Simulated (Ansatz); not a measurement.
# Na on Pd(111): change of the work function, part 4 of 4

How does one ordered layer of Na (fcc site) change the work function of Pd(111), and what dipole does each adsorbate carry?

Ansatz 0.2.0; plane-wave DFT, PBEsol, Ansatz PAW (the session's first sound run).

So far, work function, upper face (eV): step 2 (the clean slab) 5.37; step 3 (the covered slab) 1.87; step 5 (the covered slab, atoms frozen) 1.87; step 6 (the substrate alone) 5.37; step 7 (the adsorbate layer alone) 2.87.

## Step 9: A changed input: scf.occupations.method = "cold"

This step: plane-wave DFT, PBEsol, Ansatz PAW (Ansatz 0.2.0).

System of this step: Na/Pd(111). The cell holds 17 atoms: 16 Pd and 1 Na. Its edges and angles: a = 5.501 Å, b = 5.501 Å, c = 27.472 Å, α = 90.0°, β = 90.0°, γ = 60.0°. Vacuum lies along c.

A run with a changed input: it repeats the earlier run at 0.25 ML with scf.occupations.method from fermi_dirac to cold; its output block differs too.

input.yaml reads:

```yaml
crystal:
  lattice:
    - [5.5012907577, 0.0, 0.0]
    - [2.7506453788, 4.7642575497, 0.0]
    - [0.0, 0.0, 27.4717973538]
  atoms:
    - { symbol: Pd, position: [0.0, 0.0, 0.3276087066] }
    - { symbol: Pd, position: [0.1666666667, 0.1666666667, 0.409361368] }
    - { symbol: Pd, position: [0.3333333333, 0.3333333333, 0.4899729546] }
    - { symbol: Pd, position: [0.0, 0.0, 0.5711600159] }
    - { symbol: Pd, position: [0.0, 0.5, 0.3276087066] }
    - { symbol: Pd, position: [0.1666666667, 0.6666666667, 0.409361368] }
    - { symbol: Pd, position: [0.3333333333, 0.8333333333, 0.4899729546] }
    - { symbol: Pd, position: [0.0, 0.5, 0.5711600159] }
    - { symbol: Pd, position: [0.5, 0.0, 0.3276087066] }
    - { symbol: Pd, position: [0.6666666667, 0.1666666667, 0.409361368] }
    - { symbol: Pd, position: [0.8333333333, 0.3333333333, 0.4899729546] }
    - { symbol: Pd, position: [0.5, 0.0, 0.5711600159] }
    - { symbol: Pd, position: [0.5, 0.5, 0.3276087066] }
    - { symbol: Pd, position: [0.6666666667, 0.6666666667, 0.409361368] }
    - { symbol: Pd, position: [0.8333333333, 0.8333333333, 0.4899729546] }
    - { symbol: Pd, position: [0.5, 0.5, 0.5711600159] }
    - { symbol: Na, position: [0.1666666667, 0.1666666667, 0.6723912934] }
kpoints:
  mp_grid: { grid: [6, 6, 1] }
hamiltonian:
  xc: pbesol
scf:
  occupations: { method: cold, width: 0.1 }
  convergence: { dr2_threshold: 1.0e-08 }
efield:
  axis: 3
  dipole_correction: true
  ramp_position: 0.97
  ramp_width: 0.06
relax:
  f_tol: 0.02
  max_steps: 60
  constraints: [{ sites: [0, 1, 4, 5, 8, 9, 12, 13] }]
output:
  bader: true
  dos: { projected: true, e_range: [-8, 4] }
  write_potential: true
  write_density: true
  volumetric_format: npy
```

Command:

```console
> ansatz run input.yaml --threads 4 --pin off --max-ram 6144MiB --backend cpu --events-out ev --progress --plain --runs-dir out
```

The log of the run:

```text
[...]
Crystal: 17 atoms, lattice volume = 720.024 Å³
Basis set: ecut = 420 eV, 14017 PW (Γ), exchange–correlation on 80×80×384 points (8 copies of the dense FFT grid, shifted against one another)
Bands: 179, of which v1, the nominal top of the filled ones, is band 149 counted from 1 (148 counted from 0)
Symmetry: 6 space group operations
[...]
k-points: 7 of 36 (time reversal used)
[...]
SCF iter   1: F=—  HF=-111977.865516 eV  |F-HF|=—  |Δ(HF+E_count)|=         —  Δρ=1.50e-2  dr2=1.33e1  ethr=1.77e-3  p=0.447 e·Å  D=1.12e-1 V/Å  ΔV_dip=-3.09 eV  dr2_dipole=3.39e0  V_vac-E_F(+/−)=1.79/4.87 eV  ⟨swp⟩=7.1  Hψ=5240  notcnv=0  defer=48
[...]
SCF iter  14: F=-111977.597456 eV  HF=-111977.597456 eV  |F-HF|=1.17e-8  |Δ(HF+E_count)|=   2.28e-8  S|Δr|=    0.00e0  Δρ=7.92e-7  dr2=8.92e-9  ethr=3.37e-12  p=0.529 e·Å  D=1.33e-1 V/Å  ΔV_dip=-3.65 eV  dr2_dipole=3.68e-10  V_vac-E_F(+/−)=1.80/5.45 eV  ⟨swp⟩=14.0  Hψ=8850  notcnv=0
SCF 1 converged in 14 iterations: F = -111977.597456 eV  dr2 = 8.92e-9
[...]
relax step   1: F+E_penalty+E_count = -111977.59745640 eV  Δ(F+E_penalty+E_count) = +0.000e0 eV  max|allowed force component| = 9.423e-1 eV/Å  Δτ_max = 0.0000 Å  (14 SCF iters, accepted)
[...]
SCF iter  14: F=-111977.751895 eV  HF=-111977.751895 eV  |F-HF|=1.82e-9  |Δ(HF+E_count)|=   1.11e-8  S|Δr|=    0.00e0  Δρ=3.58e-7  dr2=2.07e-9  ethr=1.80e-12  p=0.534 e·Å  D=1.34e-1 V/Å  ΔV_dip=-3.69 eV  dr2_dipole=1.07e-10  V_vac-E_F(+/−)=1.77/5.45 eV  ⟨swp⟩=13.4  Hψ=8127  notcnv=0
SCF 2 converged in 14 iterations: F = -111977.751895 eV  dr2 = 2.07e-9
relax step   2: F+E_penalty+E_count = -111977.75189454 eV  Δ(F+E_penalty+E_count) = -1.544e-1 eV  max|allowed force component| = 7.588e-1 eV/Å  Δτ_max = 0.1818 Å  (14 SCF iters, accepted)
SCF iter   1: F=—  HF=-111977.874651 eV  |F-HF|=—  |Δ(HF+E_count)|=         —  Δρ=3.19e-3  dr2=4.52e-1  ethr=4.41e-4  p=0.534 e·Å  D=1.34e-1 V/Å  ΔV_dip=-3.69 eV  dr2_dipole=1.30e-1  V_vac-E_F(+/−)=1.78/5.47 eV  ⟨swp⟩=4.9  Hψ=2988  notcnv=0  defer=133
[...]
SCF iter  13: F=-111977.868307 eV  HF=-111977.868307 eV  |F-HF|=1.24e-8  |Δ(HF+E_count)|=   2.53e-8  S|Δr|=    0.00e0  Δρ=5.18e-7  dr2=3.80e-9  ethr=3.37e-12  p=0.522 e·Å  D=1.31e-1 V/Å  ΔV_dip=-3.61 eV  dr2_dipole=1.74e-12  V_vac-E_F(+/−)=1.85/5.46 eV  ⟨swp⟩=13.3  Hψ=8256  notcnv=0
SCF 3 converged in 13 iterations: F = -111977.868307 eV  dr2 = 3.80e-9
relax step   3: F+E_penalty+E_count = -111977.86830714 eV  Δ(F+E_penalty+E_count) = -1.164e-1 eV  max|allowed force component| = 2.444e-1 eV/Å  Δτ_max = 0.1950 Å  (13 SCF iters, accepted)
[...]
relax step   4: F+E_penalty+E_count = -111977.87837622 eV  Δ(F+E_penalty+E_count) = -1.007e-2 eV  max|allowed force component| = 1.872e-1 eV/Å  Δτ_max = 0.1673 Å  (13 SCF iters, accepted)
[...]
relax step   5: F+E_penalty+E_count = -111977.88382921 eV  Δ(F+E_penalty+E_count) = -5.453e-3 eV  max|allowed force component| = 4.148e-2 eV/Å  Δτ_max = 0.0799 Å  (12 SCF iters, accepted)
SCF iter   1: F=—  HF=-111977.883573 eV  |F-HF|=—  |Δ(HF+E_count)|=         —  Δρ=3.79e-4  dr2=1.23e-3  ethr=6.75e-6  p=0.512 e·Å  D=1.29e-1 V/Å  ΔV_dip=-3.54 eV  dr2_dipole=3.09e-5  V_vac-E_F(+/−)=1.92/5.45 eV  ⟨swp⟩=2.9  Hψ=2350  notcnv=0  defer=144
[...]
SCF iter  11: F=-111977.884288 eV  HF=-111977.884288 eV  |F-HF|=7.70e-9  |Δ(HF+E_count)|=   6.91e-9  S|Δr|=    0.00e0  Δρ=4.09e-7  dr2=1.66e-9  ethr=3.37e-12  p=0.510 e·Å  D=1.28e-1 V/Å  ΔV_dip=-3.52 eV  dr2_dipole=4.59e-11  V_vac-E_F(+/−)=1.93/5.45 eV  ⟨swp⟩=12.1  Hψ=7980  notcnv=0
SCF 6 converged in 11 iterations: F = -111977.884288 eV  dr2 = 1.66e-9
relax step   6: F+E_penalty+E_count = -111977.88428801 eV  Δ(F+E_penalty+E_count) = -4.588e-4 eV  max|allowed force component| = 2.640e-3 eV/Å  Δτ_max = 0.0180 Å  (11 SCF iters, accepted)
[...]
SCF converged after 11 iterations
Stability not checked: this state was not tested for a lower state beside it, because cold or Methfessel-Paxton smearing, or corrected tetrahedra, fill the levels in a way that the test cannot read (fill_not_monotonic; see scf.lower_state_search)
Free energy (F): -111977.884288 eV
[...]
Internal energy: -111977.927861 eV  (E = F + TS)
E sigma→0 (E₀):  -111977.898812 eV
Entropy (-TS):   0.043573 eV (2.563 meV/atom)
Fermi energy:    4.206574 eV
Dipole field:    D = 0.128265 V/Å  (p = 0.510379 e·Å, saw-weighted, corrected)
Work function:   Φ+ = 1.9302 eV   Φ− = 5.4538 eV
[...]
--- Forces (eV/Å), atoms counted from 1 ---
  atom   1  Pd     0.00317878     0.00183527     0.09936853
  atom   2  Pd     0.00000000    -0.00000000    -0.05568383
  atom   3  Pd    -0.00000350    -0.00000202    -0.00120171
  atom   4  Pd    -0.00007440    -0.00004296    -0.00025888
  atom   5  Pd     0.00000000    -0.00367053     0.09936853
  atom   6  Pd     0.02859691    -0.01651043    -0.11694758
  atom   7  Pd    -0.00000000     0.00000404    -0.00120171
  atom   8  Pd    -0.00000000     0.00008591    -0.00025888
  atom   9  Pd    -0.00317878     0.00183527     0.09936853
  atom  10  Pd    -0.00000000     0.03302086    -0.11694758
  atom  11  Pd     0.00000350    -0.00000202    -0.00120171
  atom  12  Pd     0.00007440    -0.00004296    -0.00025888
  atom  13  Pd    -0.00000000     0.00000000     0.10883196
  atom  14  Pd    -0.02859691    -0.01651043    -0.11694758
  atom  15  Pd    -0.00000000     0.00000000     0.00024703
  atom  16  Pd     0.00000000    -0.00000000     0.00111671
  atom  17  Na     0.00000000    -0.00000000     0.00264045
  max |Σ_I F_I| component: 3.34e-5 eV/Å
--- Band table (eV; the first three rows and the last of 7) ---
  k-point 0: bands = [... 145 lower, 4.3680, 4.5195, 4.5248, 4.5248, 4.5782, 4.5782, 4.5835, 5.1504, ... 26 higher]
  k-point 1: bands = [... 145 lower, 4.2623, 4.2645, 4.3270, 4.4050, 4.4107, 4.4207, 4.6052, 4.8632, ... 26 higher]
  k-point 2: bands = [... 145 lower, 3.9828, 4.1364, 4.1879, 4.2001, 4.2059, 4.2551, 4.3987, 4.4065, ... 26 higher]
  k-point 6: bands = [... 145 lower, 4.0048, 4.0086, 4.0189, 4.0278, 4.0447, 4.0572, 4.0597, 4.0821, ... 26 higher]
--- Relaxed structure (6 steps of the walk, 6 accepted, 0 SCFs on fresh bases) ---
  F+E_penalty+E_count = -111977.88428801 eV   max|allowed force component| = 2.640e-3 eV/Å
  atoms:
    - { symbol: Pd, position: [-1.795949e-17, -1.795949e-17, 0.327609] }
    - { symbol: Pd, position: [0.166667, 0.166667, 0.409361] }
    - { symbol: Pd, position: [0.333909, 0.333909, 0.490481] }
    - { symbol: Pd, position: [-0.00174623, -0.00174623, 0.570987] }
    - { symbol: Pd, position: [2.775558e-17, 0.500000, 0.327609] }
    - { symbol: Pd, position: [0.166667, 0.666667, 0.409361] }
    - { symbol: Pd, position: [0.333909, 0.832183, 0.490481] }
    - { symbol: Pd, position: [-0.00174623, 0.503492, 0.570987] }
    - { symbol: Pd, position: [0.5, -1.795949e-17, 0.327609] }
    - { symbol: Pd, position: [0.666667, 0.166667, 0.409361] }
    - { symbol: Pd, position: [0.832183, 0.333909, 0.490481] }
    - { symbol: Pd, position: [0.503492, -0.00174623, 0.570987] }
    - { symbol: Pd, position: [0.500000, 0.500000, 0.327609] }
    - { symbol: Pd, position: [0.666667, 0.666667, 0.409361] }
    - { symbol: Pd, position: [0.833333, 0.833333, 0.489529] }
    - { symbol: Pd, position: [0.500000, 0.500000, 0.573705] }
    - { symbol: Na, position: [0.166667, 0.166667, 0.654842] }
--- Bader charges: 17 sites ---
  site symbol  charge [e]  shift [e]
     0     Pd     -0.0335     0.0000
     1     Pd      0.0321     0.0000
     2     Pd      0.0257     0.0000
     3     Pd     -0.2274     0.0001
     4     Pd     -0.0335     0.0000
     5     Pd      0.0322     0.0000
     6     Pd      0.0257     0.0000
     7     Pd     -0.2273     0.0001
     8     Pd     -0.0335     0.0000
     9     Pd      0.0322     0.0000
    10     Pd      0.0257     0.0000
    11     Pd     -0.2274     0.0001
    12     Pd     -0.0323     0.0000
    13     Pd      0.0322     0.0000
    14     Pd      0.0194     0.0000
    15     Pd     -0.1648     0.0000
    16     Na      0.7545     0.0001
  estimated error of the sums over rays = 3.2e-4 e
```

Wall time 2.9 min (4 threads of Arm Neoverse V2, shared host); peak memory 3 GiB; 11 min of CPU time.

Step by step:

```csv
step,energy less that of the first step (eV),largest force component (eV/Å)
1,0.0000,0.9423
2,-0.1544,0.7588
3,-0.2709,0.2444
4,-0.2809,0.1872
5,-0.2864,0.0415
6,-0.2868,0.0026
```

Forces are held to the 6 operations that the program found; a distortion that breaks them can't arise in this run.

The atoms that moved most (Å):

```csv
atom,dx,dy,dz,length
Na17,0.000,0.000,-0.482,0.482
Pd16,0.000,0.000,0.070,0.070
Pd4,-0.014,-0.008,-0.005,0.017
Pd8,0.000,0.017,-0.005,0.017
Pd12,0.014,-0.008,-0.005,0.017
Pd3,0.005,0.003,0.014,0.015
Pd11,-0.005,0.003,0.014,0.015
Pd7,0.000,-0.005,0.014,0.015
```

The relaxed structure:

```xyz
17
Lattice="5.5013 0.0000 0.0000 2.7506 4.7643 0.0000 0.0000 0.0000 27.4718" Properties=species:S:1:pos:R:3
Pd    0.0000    0.0000    9.0000
Pd    1.3753    0.7940   11.2459
Pd    2.7554    1.5908   13.4744
Pd   -0.0144   -0.0083   15.6860
Pd    1.3753    2.3821    9.0000
Pd    2.7506    3.1762   11.2459
Pd    4.1260    3.9647   13.4744
Pd    1.3753    2.3988   15.6860
Pd    2.7506    0.0000    9.0000
Pd    4.1260    0.7940   11.2459
Pd    5.4965    1.5908   13.4744
Pd    2.7651   -0.0083   15.6860
Pd    4.1260    2.3821    9.0000
Pd    5.5013    3.1762   11.2459
Pd    6.8766    3.9702   13.4482
Pd    4.1260    2.3821   15.7607
Na    1.3753    0.7940   17.9897
```

Numbers from this step:

* energy at zero smearing: -111977.8988 eV
* work function, upper face: 1.930 eV
* work function, lower face: 5.454 eV
* dipole along the normal: 0.5104 e·Å
* step between the vacuum levels: -3.524 eV

The density of states has structure finer than the step of the table below, so its rows give means over 0.5 eV. Peaks (eV: height): -3.43: 64.4, -2.59: 58.6, -2.41: 52.6, -1.56: 66.4, -1.44: 49.9, -0.27: 74.9, -0.18: 56.8.

Density of states against energy, zero at the Fermi level; means over each step:

```csv
energy (eV),density of states (states/eV a cell)
-7.5,0
-7.0,0.0134
-6.5,0.906
-6.0,1.13
-5.5,2.44
-5.0,14.4
-4.5,31.7
-4.0,25.7
-3.5,24.2
-3.0,26.6
-2.5,41.8
-2.0,31.5
-1.5,32.8
-1.0,34.1
-0.5,32.3
0.0,36.1
0.5,6.81
1.0,5.51
1.5,5.31
```

Projected DOS per atom over height of the atomic layer and energy from the Fermi level. Layers: Pd4 Pd4 Pd4 Pd4 Na from below.

Ten even steps from '0' (0.00 states/eV) to '9' (2.78 states/eV), each cell a mean:
```
00001
00001
00001
11111
89960
75570
95680
75670
84481
97790
67770
45540
55450
56650
28930
03310
00000
00000
00000
00000
00000
00000
```
Columns: height of the atomic layer (Å) from 9 to 18.0; rows upwards: energy from the Fermi level (eV) from -7.96 to 1.95.

```csv
quantity,this run,earlier run,difference
"work function, upper face (eV)",1.930,1.873,0.058
"work function, lower face (eV)",5.454,5.373,0.080
dipole along the normal (e·Å),0.5104,0.5071,0.0033
```

What moves beyond 0.01 in its unit (for the dipole 0.5 % and 5e-5 e·Å): work function, lower face (+0.0805 eV), work function, upper face (+0.0575 eV) and dipole along the normal (+0.00333 e·Å).

## Step 10: A changed input: hamiltonian.dispersion = "d3bj"

This step: plane-wave DFT, PBEsol, Ansatz PAW, but for the change named below (Ansatz 0.2.0).

System of this step: Pd(111). The cell holds 4 atoms: 4 Pd. Cell: a = 2.751 Å, b = 2.751 Å, c = 24.738 Å, α = 90.0°, β = 90.0°, γ = 60.0°. Vacuum lies along c.

Another changed input: it repeats the earlier run at 0 ML with hamiltonian.dispersion to d3bj.

input.yaml reads:

```yaml
crystal:
  lattice:
    - [2.7506453788, 0.0, 0.0]
    - [1.3753226894, 2.3821287749, 0.0]
    - [0.0, 0.0, 24.7376776414]
  atoms:
    - { symbol: Pd, position: [0.0, 0.0, 0.3638174986] }
    - { symbol: Pd, position: [0.3333333333, 0.3333333333, 0.4546058329] }
    - { symbol: Pd, position: [0.6666666667, 0.6666666667, 0.5453941671] }
    - { symbol: Pd, position: [0.0, 0.0, 0.6361825014] }
kpoints:
  mp_grid: { grid: [12, 12, 1] }
hamiltonian:
  xc: pbesol
  dispersion: d3bj
scf:
  occupations: { method: fermi_dirac, width: 0.1 }
  convergence: { dr2_threshold: 1.0e-08 }
efield:
  axis: 3
  dipole_correction: true
  ramp_position: 0.97
  ramp_width: 0.06
relax:
  f_tol: 0.02
  max_steps: 60
  constraints: [{ sites: [0, 1] }]
output:
  write_potential: true
  write_density: true
  volumetric_format: npy
```

The log of the run:

```text
[...]
Crystal: 4 atoms, lattice volume = 162.091 Å³
Basis set: ecut = 420 eV, 3173 PW (Γ), exchange–correlation on 40×40×360 points (8 copies of the dense FFT grid, shifted against one another)
Bands: 44, of which v1, the nominal top of the filled ones, is band 36 counted from 1 (35 counted from 0)
Symmetry: 6 space group operations
k-points: 19 of 144 (time reversal used)
[...]
SCF iter   1: F=—  HF=-27627.155869 eV  |F-HF|=—  |Δ(HF+E_count)|=         —  Δρ=1.30e-2  dr2=1.38e0  ethr=1.77e-3  p=0.000 e·Å  D=6.33e-14 V/Å  ΔV_dip=-0.00 eV  dr2_dipole=2.56e-8  V_vac-E_F(+/−)=4.93/4.93 eV  ⟨swp⟩=9.2  Hψ=3896  notcnv=0  defer=6
[...]
SCF iter  10: F=-27627.100982 eV  HF=-27627.100982 eV  |F-HF|=5.12e-9  |Δ(HF+E_count)|=   1.37e-7  Δρ=1.57e-6  dr2=5.29e-9  ethr=1.39e-11  p=0.000 e·Å  D=1.76e-8 V/Å  ΔV_dip=-0.00 eV  dr2_dipole=2.12e-12  V_vac-E_F(+/−)=5.38/5.38 eV  ⟨swp⟩=10.0  Hψ=5893  notcnv=0
SCF 1 converged in 10 iterations: F = -27627.100982 eV  dr2 = 5.29e-9
[...]
relax step   1: F+E_penalty+E_count = -27627.10098168 eV  Δ(F+E_penalty+E_count) = +0.000e0 eV  max|allowed force component| = 2.196e-1 eV/Å  Δτ_max = 0.0000 Å  (10 SCF iters, accepted)
[...]
SCF iter  12: F=-27627.113319 eV  HF=-27627.113319 eV  |F-HF|=1.52e-9  |Δ(HF+E_count)|=   5.98e-9  Δρ=1.59e-6  dr2=8.07e-9  ethr=1.39e-11  p=0.001 e·Å  D=7.85e-4 V/Å  ΔV_dip=-0.02 eV  dr2_dipole=1.00e-10  V_vac-E_F(+/−)=5.34/5.36 eV  ⟨swp⟩=9.2  Hψ=5460  notcnv=0
SCF 2 converged in 12 iterations: F = -27627.113319 eV  dr2 = 8.07e-9
[...]
relax step   2: F+E_penalty+E_count = -27627.11331862 eV  Δ(F+E_penalty+E_count) = -1.234e-2 eV  max|allowed force component| = 1.278e-1 eV/Å  Δτ_max = 0.1548 Å  (12 SCF iters, accepted)
SCF iter   1: F=—  HF=-27627.123551 eV  |F-HF|=—  |Δ(HF+E_count)|=         —  Δρ=3.90e-3  dr2=3.26e-2  ethr=1.49e-3  p=0.001 e·Å  D=7.85e-4 V/Å  ΔV_dip=-0.02 eV  dr2_dipole=3.07e-3  V_vac-E_F(+/−)=5.35/5.37 eV  ⟨swp⟩=4.1  Hψ=1760  notcnv=0  defer=21
[...]
SCF iter  10: F=-27627.117616 eV  HF=-27627.117616 eV  |F-HF|=6.95e-9  |Δ(HF+E_count)|=   8.09e-8  Δρ=1.44e-6  dr2=6.81e-9  ethr=1.39e-11  p=0.000 e·Å  D=5.25e-4 V/Å  ΔV_dip=-0.01 eV  dr2_dipole=3.65e-11  V_vac-E_F(+/−)=5.35/5.36 eV  ⟨swp⟩=8.8  Hψ=6038  notcnv=0
SCF 3 converged in 10 iterations: F = -27627.117616 eV  dr2 = 6.81e-9
relax step   3: F+E_penalty+E_count = -27627.11761600 eV  Δ(F+E_penalty+E_count) = -4.297e-3 eV  max|allowed force component| = 7.809e-3 eV/Å  Δτ_max = 0.0485 Å  (10 SCF iters, accepted)
[...]
SCF converged after 10 iterations
Free energy (F): -27627.117616 eV
[...]
Internal energy: -27626.844562 eV  (E = F + TS)
E sigma→0 (E₀):  -27626.981089 eV
Entropy (-TS):   -0.273054 eV (-68.263 meV/atom)
Fermi energy:    3.762805 eV
Dipole field:    D = 0.000534 V/Å  (p = 0.000479 e·Å, saw-weighted, corrected)
Work function:   Φ+ = 5.3510 eV   Φ− = 5.3642 eV
[...]
--- Forces (eV/Å), atoms counted from 1 ---
  atom   1  Pd     0.00000000    -0.00000000     0.21766149
  atom   2  Pd    -0.00000000    -0.00000000    -0.22921336
  atom   3  Pd     0.00000000     0.00000000     0.00780912
  atom   4  Pd    -0.00000000     0.00000000     0.00371752
  max |Σ_I F_I| component: 2.52e-5 eV/Å
--- Band table (eV; the first three rows and the last of 19) ---
  k-point 0: bands = [... 32 lower, 2.4888, 2.7462, 2.7462, 3.3037, 3.3037, 3.6988, 3.6988, 4.1691, ... 4 higher]
  k-point 1: bands = [... 32 lower, 2.4172, 2.7755, 2.7976, 2.9648, 3.3005, 3.4254, 3.7090, 4.7823, ... 4 higher]
  k-point 2: bands = [... 32 lower, 2.3390, 2.3747, 2.7306, 2.7938, 3.2922, 3.7342, 3.9230, 5.7741, ... 4 higher]
  k-point 18: bands = [... 32 lower, 3.1961, 3.4902, 3.5229, 3.5301, 9.9264, 10.1311, 10.1367, 10.9080, ... 4 higher]
--- Relaxed structure (3 steps of the walk, 3 accepted, 0 SCFs on fresh bases) ---
  F+E_penalty+E_count = -27627.11761600 eV   max|allowed force component| = 7.809e-3 eV/Å
  atoms:
    - { symbol: Pd, position: [0.0, 0.0, 0.3638174986] }
    - { symbol: Pd, position: [0.333333, 0.333333, 0.454606] }
    - { symbol: Pd, position: [0.666667, 0.666667, 0.542665] }
    - { symbol: Pd, position: [0, 0, 0.631886] }
```

Elapsed: 11 s, on 4 threads; peak memory 0.47 GiB.

Relaxation path:

```csv
step,energy less that of the first step (eV),largest force component (eV/Å)
1,0.0000,0.2196
2,-0.0123,0.1278
3,-0.0166,0.0078
```

The run keeps the 6 symmetry operations that the program found, so distortions that break them were not tested.

The atoms that moved most (Å):

```csv
atom,dx,dy,dz,length
Pd4,0.000,0.000,-0.106,0.106
Pd3,0.000,0.000,-0.068,0.068
```

The relaxed structure:

```xyz
4
Lattice="2.7506 0.0000 0.0000 1.3753 2.3821 0.0000 0.0000 0.0000 24.7377" Properties=species:S:1:pos:R:3
Pd    0.0000    0.0000    9.0000
Pd    1.3753    0.7940   11.2459
Pd    2.7506    1.5881   13.4243
Pd    0.0000    0.0000   15.6314
```

Numbers from this step:

```
energy at zero smearing   : -27626.9811 eV
work function, upper face : 5.351 eV
dipole along the normal   : 4.79e-4 e·Å
```

```csv
quantity,this run,earlier run,difference
"work function, upper face (eV)",5.351,5.366,-0.015
dipole along the normal (e·Å),4.79e-4,1.95e-4,2.8e-4
```

What moves beyond 0.01 in its unit (for the dipole 0.5 % and 5e-5 e·Å): dipole along the normal (+0.000284 e·Å) and work function, upper face (-0.0154 eV).

## Step 11: Results

```
work function of the clean face                                                           : 5.37 eV
work function at 0.25 ML                                                                  : 1.87 eV
dipole per adsorbate at 0.25 ML, positive end outwards                                    : 2.43 D
step of the potential from the moved charge at 0.25 ML, upper less lower side, atoms held : -3.50 eV
```

Na lowers the work function of Pd(111) at the lowest coverage, by 3.49 eV: the adsorbate layer has its positive end outwards. One coverage alone was completed, so no trend follows. The slab has 4 layers, at the tabulated experimental lattice constant, one starting site was run, and quantum-size effects of a slab this thin can reach one or two tenths of an eV.

[Long decimals in the printed logs are rounded to 6 places.]

[Logs are printed without paths, hosts, clocks, repeated set-up lines and the standing remarks that a program may print on its own settings, such as how far it seeks lower states.]

[Hosts, paths, dates, database ids (printed as entryN), source tags and the programs' standing remarks are cut or masked in the printed files.]

[Maps of the electrostatic potential energy from Ansatz leave out the sawtooth potential of an applied field or a dipole correction, so their vacuum need not be flat; planar profiles and work functions include it.]

[The density of states shown here was stored with 400 of the rows of the run's finer table, so its peaks can read low, often by over a quarter, or be missed, and its means over a window can be off by a tenth or more.]
